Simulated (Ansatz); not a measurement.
# LiMgF3 (built on the sites of a database entry of BaLiF3): a soft mode frozen in

Wanted: the energy along a soft mode of LiMgF3 (built on the sites of a database entry of BaLiF3) and the structure at the end.

Method: DFT PBEsol, scalar-relativistic, plane waves, PAW, in Ansatz 0.2.0.

The structure was built from a prototype and need not be the compound's stable phase.

## Step 1: Starting point

It takes space group Pm-3m (No. 221, cubic). Conventional cell: a = 3.581 Å, b = 3.581 Å, c = 3.581 Å, α = 90.00°, β = 90.00°, γ = 90.00°. Mg has 12 F at 2.53 Å nearest. Nearest to Li lie 6 F at 1.79 Å. Nearest to F lie 2 Li at 1.79 Å and 4 Mg at 2.53 Å. Farther neighbours and most contacts between anions are not listed.

## Step 2: The dispersion

The cell comes from relaxations at this level that are not shown. Stability and thermal properties need the whole zone. Linear response on a 4×4×4 q mesh gives force constants as far as a supercell of that size would, and the tensors from the zone-centre run are typed in so that the long-range dipole term is interpolated apart.

File input.yaml:

```yaml
crystal:
  lattice:
    - [3.5809645263, 0.0, 0.0]
    - [0.0, 3.5809645263, 0.0]
    - [0.0, 0.0, 3.5809645263]
  atoms:
    - { symbol: Mg, position: [0.0, 0.0, 0.0] }
    - { symbol: Li, position: [0.5, 0.5, 0.5] }
    - { symbol: F, position: [0.0, 0.5, 0.5] }
    - { symbol: F, position: [0.5, 0.5, 0.0] }
    - { symbol: F, position: [0.5, 0.0, 0.5] }
kpoints:
  mp_grid: { grid: [8, 8, 8] }
hamiltonian:
  xc: pbesol
scf:
  occupations: { method: fixed }
output:
  eigenvalues: true
phonons:
  method: dfpt
  qmesh: [4, 4, 4]
  temperatures: { t_max: 1000, t_step: 50 }
  qpath:
    path:
      - [[0.0, 0.0, 0.0], [0.0, 0.5, 0.0], [0.5, 0.5, 0.0], [0.0, 0.0, 0.0], [0.5, 0.5, 0.5], [0.0, 0.5, 0.0]]
      - [[0.5, 0.5, 0.5], [0.5, 0.5, 0.0]]
    npoints: 10
  non_analytic_term:
    high_frequency_dielectric_tensor: [[2.4317, 0.0, 0.0], [0.0, 2.4317, 0.0], [0.0, 0.0, 2.4317]]
    born_effective_charges:
      - { species: Mg, tensor: [[2.4213, 0.0, 0.0], [0.0, 2.4213, 0.0], [0.0, 0.0, 2.4213]] }
      - { species: Li, tensor: [[0.9382, 0.0, 0.0], [0.0, 0.9382, 0.0], [0.0, 0.0, 0.9382]] }
      - { species: F, tensor: [[-1.0574, 0.0, 0.0], [0.0, -1.151, 0.0], [0.0, 0.0, -1.151]] }
      - { species: F, tensor: [[-1.151, 0.0, 0.0], [0.0, -1.151, 0.0], [0.0, 0.0, -1.0574]] }
      - { species: F, tensor: [[-1.151, 0.0, 0.0], [0.0, -1.0574, 0.0], [0.0, 0.0, -1.151]] }
    source: "zone-centre run at this cell"
```

On the command line:

```
ansatz run input.yaml --threads 4 --pin off --max-ram 7168MiB --backend cpu --events-out ev --progress --plain --runs-dir out
```

Numbers of over 12 decimals in the logs are rounded to 6 here.

What it wrote:

```text
Engine: ansatz 0.2.0, aarch64-unknown-linux-gnu
Pseudopotentials: kind: paw
Pseudopotential: Mg, paw, valence charge 10, recommended cutoff 420 eV (normal), Mg.paw.azcp
Pseudopotential: Li, paw, valence charge 3, recommended cutoff 420 eV (normal), Li.paw.azcp
Pseudopotential: F, paw, valence charge 7, recommended cutoff 420 eV (normal), F.paw.azcp
Functional definition: PBEsol
  exchange = pbesol_x
  correlation = pbesol_c
Crystal: 5 atoms, lattice volume = 45.920 Å³
Basis set: ecut = 420 eV, 895 PW (Γ), exchange–correlation on 48×48×48 points (8 copies of the dense FFT grid, shifted against one another)
Bands: 22, of which v1, the nominal top of the filled ones, is band 17 counted from 1 (16 counted from 0)
Symmetry: 48 space group operations
k-points: 35 of 512
Non-local potential: Mg, projectors of the file, l = 0: 3, l = 1: 2, l = 2: 1
Non-local potential: Li, projectors of the file, l = 0: 3, l = 1: 2, l = 2: 1
Non-local potential: F, projectors of the file, l = 0: 2, l = 1: 2, l = 2: 1
PAW form: soft (Blöchl's): semilocal exchange-correlation on the pseudo side does not see the compensation charge
PAW frozen core: Mg, regenerated for the run's functional, and the local potential with it (the file was generated under x = pbe(κ = 0.804, μ = 0.219515), c = pbe(β = 0.066725))
PAW frozen core: F, regenerated for the run's functional, and the local potential with it (the file was generated under x = pbe(κ = 0.804, μ = 0.219515), c = pbe(β = 0.066725))
PAW one-centre angular grid: Mg, 110 points (default); XC on 64 Gauss nodes
PAW one-centre angular grid: Li, 110 points (default); XC on 64 Gauss nodes
PAW one-centre angular grid: F, 110 points (default); XC on 64 Gauss nodes
Initial density: superposition of atomic densities (neutral atoms: chi_scale 0, normalization atom), corrected by the library's trained network
Initial wavefunctions: pseudopotential atomic-orbital guess
Functional: x = pbesol(κ = 0.804, μ = 0.123457), c = pbesol(β = 0.046)
SCF iter   1: F=—  HF=-4521.924000 eV  |F-HF|=—  |Δ(HF+E_count)|=         —  Δρ=1.71e-2  dr2=8.22e-2  ethr=1.77e-3  ⟨swp⟩=4.5  Hψ=3168  notcnv=0  defer=90
preconditioner: auto → Resta (q_TF=auto, 2.595 Å⁻¹)  ε∞=3.3  [insulator: Δε(μ)=3.525 eV  Ē_g=17.590 eV  n_scr=18 (ndim 8)  ℏωp=26.8 eV  f_vac=0.000  ε∞_Penn≈3.3]
SCF iter   2: F=—  HF=-4521.898295 eV  |F-HF|=—  |Δ(HF+E_count)|=   2.57e-2  Δρ=2.92e-3  dr2=1.37e-3  ethr=2.42e-4  ⟨swp⟩=2.2  Hψ=1473  notcnv=0  defer=94
SCF iter   3: F=—  HF=-4521.898166 eV  |F-HF|=—  |Δ(HF+E_count)|=   1.30e-4  Δρ=1.39e-3  dr2=5.28e-4  ethr=4.03e-6  ⟨swp⟩=2.0  Hψ=1268  notcnv=0  defer=97
SCF iter   4: F=—  HF=-4521.898188 eV  |F-HF|=—  |Δ(HF+E_count)|=   2.20e-5  Δρ=6.23e-4  dr2=1.17e-4  ethr=1.55e-6  ⟨swp⟩=2.0  Hψ=813  notcnv=0  defer=97
SCF iter   5: F=—  HF=-4521.898171 eV  |F-HF|=—  |Δ(HF+E_count)|=   1.66e-5  Δρ=1.32e-4  dr2=7.25e-6  ethr=3.45e-7  ⟨swp⟩=2.8  Hψ=1380  notcnv=0  defer=35
SCF iter   6: F=—  HF=-4521.898171 eV  |F-HF|=—  |Δ(HF+E_count)|=   5.32e-9  Δρ=1.53e-5  dr2=1.39e-7  ethr=2.13e-8  ⟨swp⟩=2.1  Hψ=1049  notcnv=0  defer=35
SCF iter   7: F=—  HF=-4521.898171 eV  |F-HF|=—  |Δ(HF+E_count)|=   4.27e-7  Δρ=2.41e-6  dr2=1.95e-9  ethr=4.08e-10  ⟨swp⟩=2.1  Hψ=1202  notcnv=0  defer=35
SCF iter   8: F=—  HF=-4521.898171 eV  |F-HF|=—  |Δ(HF+E_count)|=  4.31e-10  Δρ=2.35e-7  dr2=1.68e-11  ethr=5.74e-12  ⟨swp⟩=2.1  Hψ=1185  notcnv=0  defer=35
SCF iter   9: F=-4521.898171 eV  HF=-4521.898171 eV  |F-HF|=2.73e-12  |Δ(HF+E_count)|=  2.00e-11  Δρ=3.73e-8  dr2=5.18e-13  ethr=1.00e-12  ⟨swp⟩=9.5  Hψ=3889  notcnv=0
SCF 1 converged in 9 iterations: F = -4521.898171 eV  dr2 = 5.18e-13
  greatest PAW one-centre occupation: 1.001 electrons in one spin orbital (limit 2), on the Li atom at site 1 (counted from 0), in its partial waves of l = 0
NSCF: frozen V_eff on 35 k-points
NSCF: frozen V_eff on 125 k-points
DFPT response loops at q = (0, 0, 0) (fractional): preconditioner auto → none (the input reference at scf.mixing.eps_inf says where Resta's filter doesn't serve); β = 0.50; Broyden in place of MSR1
NSCF: frozen V_eff on 400 k-points
DFPT response loops at q = (0, 0, 0.25) (fractional): mixed as the last ones told, above
NSCF: frozen V_eff on 250 k-points
DFPT response loops at q = (0, 0, -0.5) (fractional): preconditioner auto → Resta (q_TF=auto, 2.595 Å⁻¹)  ε∞=4.0 (no band partly filled); β = 1.00, the filter's whole step (`scf.mixing.beta` (0.50) is not read by the response loops at its default; to damp them type it under 1.00, their step now; it binds the ground state too); Broyden in place of MSR1
NSCF: frozen V_eff on 640 k-points
DFPT response loops at q = (0, 0.25, 0.25) (fractional): preconditioner auto → none (the input reference at scf.mixing.eps_inf says where Resta's filter doesn't serve); β = 0.50; Broyden in place of MSR1
NSCF: frozen V_eff on 400 k-points
DFPT response loops at q = (0, 0.25, -0.5) (fractional): preconditioner auto → Resta (q_TF=auto, 2.595 Å⁻¹)  ε∞=4.0 (no band partly filled); β = 1.00, the filter's whole step (`scf.mixing.beta` (0.50) is not read by the response loops at its default; to damp them type it under 1.00, their step now; it binds the ground state too); Broyden in place of MSR1
NSCF: frozen V_eff on 250 k-points
DFPT response loops at q = (0, -0.5, -0.5) (fractional): mixed as the last ones told, above
NSCF: frozen V_eff on 1024 k-points
DFPT response loops at q = (0.25, 0.25, 0.25) (fractional): preconditioner auto → none (the input reference at scf.mixing.eps_inf says where Resta's filter doesn't serve); β = 0.50; Broyden in place of MSR1
NSCF: frozen V_eff on 640 k-points
DFPT response loops at q = (0.25, 0.25, -0.5) (fractional): preconditioner auto → Resta (q_TF=auto, 2.595 Å⁻¹)  ε∞=4.0 (no band partly filled); β = 1.00, the filter's whole step (`scf.mixing.beta` (0.50) is not read by the response loops at its default; to damp them type it under 1.00, their step now; it binds the ground state too); Broyden in place of MSR1
NSCF: frozen V_eff on 400 k-points
DFPT response loops at q = (0.25, -0.5, -0.5) (fractional): preconditioner auto → none (the input reference at scf.mixing.eps_inf says where Resta's filter doesn't serve); β = 0.50; Broyden in place of MSR1
NSCF: frozen V_eff on 250 k-points
DFPT response loops at q = (-0.5, -0.5, -0.5) (fractional): mixed as the last ones told, above
SCF converged after 9 iterations
Free energy (F): -4521.898171 eV
Harris-Foulkes:  -4521.898171 eV  (|F-HF|=2.73e-12)
Internal energy: -4521.898171 eV  (E = F + TS)
E sigma→0 (E₀):  -4521.898171 eV
Fermi energy:    3.694136 eV
--- Per-component energies (eV) ---
  E_band       = -496.134997
  E_kinetic    = 722.198482
  E_local      = -2994.832021  (includes V_loc(G=0)·N_el)
  E_nonlocal   = 284.510550
  E_hartree    = 1044.964816
  E_xc         = -277.384291
  E_vxc        = -358.205418  (∫ρ·V_xc dr)
  E_paw        = -883.879233  (= ΣΔE_a)
  E_vpaw       = -239.742405  (= ΣTr[D̂ρ^β])
  E_aug_tail   = 0.006183  (compensation charges beyond the density's cutoff)
  E_ewald      = -2417.668847
  E_core_change = 0.186190  (= ΣΔE_core)
  E_smearing   = -0.000000  (= −TS)
  E_closure    = 0.000000  (closes the sum)
  Σ components = -4521.898171   (vs F -4521.898171, Δ=0.00e0)
--- Band table (eV; the first three rows and the last of 35) ---
  k-point 0: bands = [... 13 lower, 2.7011, 3.4348, 3.4348, 3.4348, 7.4334, 16.0539, 16.0539, 18.4144, ... 1 higher]
  k-point 1: bands = [... 13 lower, 2.6488, 3.2149, 3.3856, 3.3856, 7.8255, 15.4801, 16.3140, 18.1769, ... 1 higher]
  k-point 2: bands = [... 13 lower, 2.4707, 2.7790, 3.2950, 3.2950, 8.7767, 14.3268, 16.9776, 17.7296, ... 1 higher]
  k-point 34: bands = [... 13 lower, 3.5203, 3.6941, 3.6941, 3.6941, 10.2566, 15.9847, 15.9847, 15.9847, ... 1 higher]
--- Phonons (Γ-DFPT): 4 representative perturbations + reference (Σ response iterations 14) ---
  ASR residual: 1.038e-3 → 0.000e0 eV/Å²; symmetrization residual: 2.658e-6 eV/Å²
  ASR residual per site (eV/Å²): 4.57e-5 1.02e-3 1.04e-3 1.04e-3 1.04e-3
  Γ frequencies (cm⁻¹): -227.61 -227.61 -227.61 -101.96 -101.96 -101.96 0.00 0.00 0.00 387.50 387.50 387.50 682.80 682.80 682.80
--- Phonons (arbitrary-q DFPT): 10 irreducible q on the 4×4×4 mesh ---
  q = [0.0000, 0.0000, 0.0000] (star 1, of the zone-centre solve; hermiticity 3.45e-7, symmetrization 2.79e-13): -227.61 -227.61 -227.61 -101.96 -101.96 -101.96 -0.00 0.00 0.00 387.50 387.50 387.50 682.80 682.80 682.80
  q = [0.0000, 0.0000, 0.2500] (star 6, 9 solved perturbations in 1560 linear systems a pass and spin channel, the states on 200 of 512 k-point pairs; hermiticity 2.63e-7, symmetrization 4.20e-13): -218.94 -218.94 -99.18 -99.18 -73.84 105.44 105.44 171.07 317.85 373.66 373.66 442.62 681.95 681.95 713.43
  q = [0.0000, 0.0000, -0.5000] (star 3, 9 solved perturbations in 975 linear systems a pass and spin channel, the states on 125 of 512 k-point pairs; hermiticity 2.68e-7, symmetrization 5.33e-9): -207.59 -207.59 -117.08 -117.08 -28.09 169.98 169.98 276.25 287.87 354.79 354.79 523.24 650.23 681.10 681.10
  q = [0.0000, 0.2500, 0.2500] (star 12, 9 solved perturbations in 2460 linear systems a pass and spin channel, the states on 320 of 512 k-point pairs; hermiticity 2.75e-7, symmetrization 2.74e-14): -227.02 -207.78 -178.33 -106.79 38.52 93.33 176.21 238.52 299.34 360.82 422.70 448.64 655.12 681.18 716.33
  q = [0.0000, 0.2500, -0.5000] (star 12, 15 solved perturbations on 200 of 512 k-point pairs; hermiticity 2.67e-7, symmetrization 2.38e-9): -239.64 -192.51 -185.60 -149.40 -38.15 147.85 243.50 251.15 316.35 343.66 423.57 501.47 649.24 680.00 680.40
  q = [0.0000, -0.5000, -0.5000] (star 3, 9 solved perturbations in 975 linear systems a pass and spin channel, the states on 125 of 512 k-point pairs; hermiticity 2.52e-7, symmetrization 1.19e-8): -284.88 -198.51 -198.51 -170.24 113.03 113.03 277.45 277.45 329.15 342.05 425.09 545.25 648.45 648.45 679.71
  q = [0.2500, 0.2500, 0.2500] (star 8, 4 solved perturbations in 1376 linear systems a pass and spin channel, the states on 512 of 512 k-point pairs; hermiticity 5.97e-8, symmetrization 1.78e-13): -220.20 -220.20 -211.04 -149.08 -149.08 74.79 261.87 261.87 312.34 409.14 409.14 459.33 653.17 653.17 717.33
  q = [0.2500, 0.2500, -0.5000] (star 12, 9 solved perturbations in 2460 linear systems a pass and spin channel, the states on 320 of 512 k-point pairs; hermiticity 1.12e-7, symmetrization 8.63e-9): -241.23 -232.83 -195.19 -193.65 -130.43 -96.16 290.65 309.98 332.85 389.46 421.70 501.40 643.58 651.35 690.06
  q = [0.2500, -0.5000, -0.5000] (star 6, 9 solved perturbations in 1560 linear systems a pass and spin channel, the states on 200 of 512 k-point pairs; hermiticity 9.12e-8, symmetrization 1.84e-8): -285.71 -234.70 -234.70 -177.23 -155.16 -155.16 334.19 334.19 352.20 387.86 424.35 540.46 638.40 638.40 668.33
  q = [-0.5000, -0.5000, -0.5000] (star 1, 4 solved perturbations in 350 linear systems a pass and spin channel, the states on 125 of 512 k-point pairs; hermiticity 6.27e-8, symmetrization 2.92e-8): -286.54 -286.54 -286.54 -184.95 -184.95 -184.95 362.42 362.42 362.42 423.60 423.60 578.90 629.11 629.11 629.11
  sum rule: each row above includes the acoustic sum rule's correction from the zone centre's row sums; it moved no ω² by more than (6.32 cm⁻¹)²
  mesh force constants: q→R imaginary residual 1.24e-18; ASR residual 1.038e-3 → 0.000e0 eV/Å²; symmetrization residual 1.066e-14 eV/Å²
  interpolated dispersion: 63 rows × 15 modes
  density of states and harmonic sums: on the 20×20×20 q-mesh, interpolated from the force constants of a 4×4×4 supercell (with the dipole–dipole term of supplied tensors)
  largest difference from the sums on the solved wave vectors: F 9.45e-3 eV, S 1.23e-5 and C_V 3.46e-6 eV/K
  zero-point energy: 0.259632 eV/cell   skipped modes (ω ≤ 0): 1477, of them read as no rigid motion or as one in doubt: 1474 (5.158e0 modes/cell left out, lowest -286.54 cm⁻¹)   left out of the sums: 3.44e-1 of the cell's modes: C_V's classical limit lies that fraction below 3 k_B per atom; for a crystal, a wire or a layer, F and S can be off by more, and a phonons.interpolated_qmesh denser along its periods is the remedy for the sampling
```

The job ended after 13 min (4 threads of Arm Neoverse N1, shared host; peak memory 1.4 GiB; 37 min of CPU time).

This step gave:

| Quantity | Value |
| --- | --- |
| gap on the k-mesh | 3.739 eV |
| volume per atom | 9.184 Å³ |
| sum-rule residual before enforcement | 0.001038 eV/Å² |
| lowest frequency on the path | -286.5 cm⁻¹ |
| point group | m-3m |
| highest frequency on the path or at a solved wavevector | 749.1 cm⁻¹ |
| highest optical mode at the zone centre (no LO-TO term) | 682.8 cm⁻¹ |
| lowest optical zone-centre mode | -227.6 cm⁻¹ |
| lowest mode on the q mesh (acoustic modes at Γ apart) | -286.5 cm⁻¹ |

Frequencies (cm⁻¹) solved at each irreducible wavevector; negative means imaginary. Frequencies by wavevector, by row:

| q in reciprocal lattice units | star | mode 1 | mode 2 | mode 3 | mode 4 | mode 13 | mode 14 | mode 15 |
| --- | --- | --- | --- | --- | --- | --- | --- | --- |
| 0 0 0 | 1 | -227.6 | -227.6 | -227.6 | -102 | 682.8 | 682.8 | 682.8 |
| 0 0 0.25 | 6 | -218.9 | -218.9 | -99.2 | -99.2 | 682 | 682 | 713.4 |
| 0 0 -0.5 | 3 | -207.6 | -207.6 | -117.1 | -117.1 | 650.2 | 681.1 | 681.1 |
| 0 0.25 0.25 | 12 | -227 | -207.8 | -178.3 | -106.8 | 655.1 | 681.2 | 716.3 |
| 0 0.25 -0.5 | 12 | -239.6 | -192.5 | -185.6 | -149.4 | 649.2 | 680 | 680.4 |
| 0 -0.5 -0.5 | 3 | -284.9 | -198.5 | -198.5 | -170.2 | 648.5 | 648.5 | 679.7 |
| 0.25 0.25 0.25 | 8 | -220.2 | -220.2 | -211 | -149.1 | 653.2 | 653.2 | 717.3 |
| 0.25 0.25 -0.5 | 12 | -241.2 | -232.8 | -195.2 | -193.7 | 643.6 | 651.4 | 690.1 |
| 0.25 -0.5 -0.5 | 6 | -285.7 | -234.7 | -234.7 | -177.2 | 638.4 | 638.4 | 668.3 |
| -0.5 -0.5 -0.5 | 1 | -286.5 | -286.5 | -286.5 | -184.9 | 629.1 | 629.1 | 629.1 |

Interpolated from a 4×4×4 q mesh, with the LO-TO term (at Γ the limit along the path; where Γ stands inside the path, tables give the limit on arrival). The phonon branches at the labelled points (cm⁻¹):

| point | branch 1 | branch 2 | branch 3 | branch 4 | branch 12 | branch 13 | branch 14 | branch 15 |
| --- | --- | --- | --- | --- | --- | --- | --- | --- |
| Γ | -228 | -228 | -102 | -102 | 409 | 683 | 683 | 749 |
| halfway | -219 | -219 | -99 | -99 | 443 | 682 | 682 | 713 |
| X | -208 | -208 | -117 | -117 | 523 | 650 | 681 | 681 |
| halfway | -240 | -192 | -186 | -149 | 502 | 649 | 680 | 680 |
| M | -285 | -198 | -198 | -170 | 545 | 648 | 648 | 680 |
| halfway | -227 | -208 | -178 | -107 | 449 | 655 | 681 | 716 |
| Γ | -228 | -228 | -102 | -102 | 409 | 683 | 683 | 749 |
| halfway | -220 | -220 | -211 | -149 | 459 | 653 | 653 | 717 |
| R | -286 | -286 | -286 | -185 | 579 | 629 | 629 | 629 |
| halfway | -241 | -233 | -195 | -194 | 501 | 644 | 651 | 690 |
| X | -208 | -208 | -117 | -117 | 523 | 650 | 681 | 681 |
| jump to R | -286 | -286 | -286 | -185 | 579 | 629 | 629 | 629 |
| halfway | -286 | -235 | -235 | -177 | 540 | 638 | 638 | 668 |
| M | -285 | -198 | -198 | -170 | 545 | 648 | 648 | 680 |

Symmetry leaves 10 wavevectors to solve. The lowest mode among them, the acoustic zeros apart, lies at q = (-0.5, -0.5, -0.5) and is imaginary, 286.5i cm⁻¹, so the energy falls along it.

## Step 3: The mode frozen in, largest atomic shift 0 Å

The mode followed lies at q = (-0.5, -0.5, -0.5) with frequency 286.5i cm⁻¹ and is 3-fold degenerate, the softest among the wavevectors solved. At small amplitude the distorted cell has space group no. 167 by a symmetry search on the positions. The undistorted cell that holds it gives the zero of energy on the same k mesh.

System of this step: LiMgF3 (built on the sites of a database entry of BaLiF3). Symmetry: Pm-3m, No. 221, cubic system. The conventional cell has a = 3.581 Å, b = 3.581 Å, c = 3.581 Å, α = 90.00°, β = 90.00°, γ = 90.00°. Nearest to Mg lie 12 F at 2.53 Å. Nearest to Li lie 6 F at 1.79 Å. F has 2 Li at 1.79 Å and 4 Mg at 2.53 Å nearest. Farther neighbours and most contacts between anions are not listed.

File input.yaml:

```yaml
crystal:
  lattice:
    - [3.5809645263, 3.5809645263, 0.0]
    - [3.5809645263, 0.0, 3.5809645263]
    - [3.5809645263, 0.0, -3.5809645263]
  atoms:
    - { symbol: Mg, position: [0.0, 0.5, 0.5] }
    - { symbol: Mg, position: [0.0, 0.0, 1.0] }
    - { symbol: Li, position: [0.5, 0.25, 0.75] }
    - { symbol: Li, position: [0.5, 0.75, 0.25] }
    - { symbol: F, position: [0.5, 0.5, 0.0] }
    - { symbol: F, position: [0.5, 0.0, 0.5] }
    - { symbol: F, position: [0.5, 0.5, 0.5] }
    - { symbol: F, position: [0.5, 0.0, 0.0] }
    - { symbol: F, position: [0.0, 1.0, 0.5] }
    - { symbol: F, position: [0.0, 0.5, 0.0] }
kpoints:
  mp_grid: { grid: [6, 6, 6] }
hamiltonian:
  xc: pbesol
scf:
  occupations: { method: gaussian, width: 0.02 }
output:
  forces: true
  stress: true
  eigenvalues: true
```

What it wrote:

```text
[...]
Crystal: 10 atoms, lattice volume = 91.840 Å³
Basis set: ecut = 420 eV, 1807 PW (Γ), exchange–correlation on 72×72×72 points (8 copies of the dense FFT grid, shifted against one another)
Bands: 44, of which v1, the nominal top of the filled ones, is band 34 counted from 1 (33 counted from 0)
Symmetry: 96 space group operations
[...]
k-points: 16 of 216
[...]
k-point 0: bands = [... 30 lower, 3.5203, 3.6942, 3.6942, 3.6942, 7.4334, 10.2566, 15.9847, 15.9847, ... 4 higher]
  k-point 1: bands = [... 30 lower, 3.4156, 3.6146, 3.6146, 3.6227, 7.9443, 10.5308, 15.1077, 15.7390, ... 4 higher]
  k-point 2: bands = [... 30 lower, 3.4211, 3.4309, 3.5430, 3.5430, 9.1146, 10.9601, 14.1927, 15.4620, ... 4 higher]
  k-point 15: bands = [... 30 lower, 3.0386, 3.2306, 3.3846, 3.4616, 11.0486, 11.5293, 12.5315, 13.4744, ... 4 higher]
[key lines of the parts left out:]
SCF converged after 7 iterations
Free energy (F): -9043.796965 eV
Fermi energy:    5.563826 eV
P = ⅓ Tr σ = 0.0089 GPa (0.089 kbar)
```

Elapsed: 2.1 s, on 4 threads; peak memory 0.41 GiB; 7.3 s of CPU time.

Numbers from this step:

```
pressure                         : 0.008918 GPa
energy from the undistorted cell : 0 meV/atom
```

At this level the gap is 3.74 eV on the k-mesh of the self-consistent run, which can miss the band edges.

(Part 1 of 2 ends here.)

[Logs are printed without paths, hosts, clocks, repeated set-up lines and the standing remarks that a program may print on its own settings, such as how far it seeks lower states.]

[Hosts, paths, dates, database ids (printed as entryN), source tags and the programs' standing remarks are cut or masked in the printed files.]
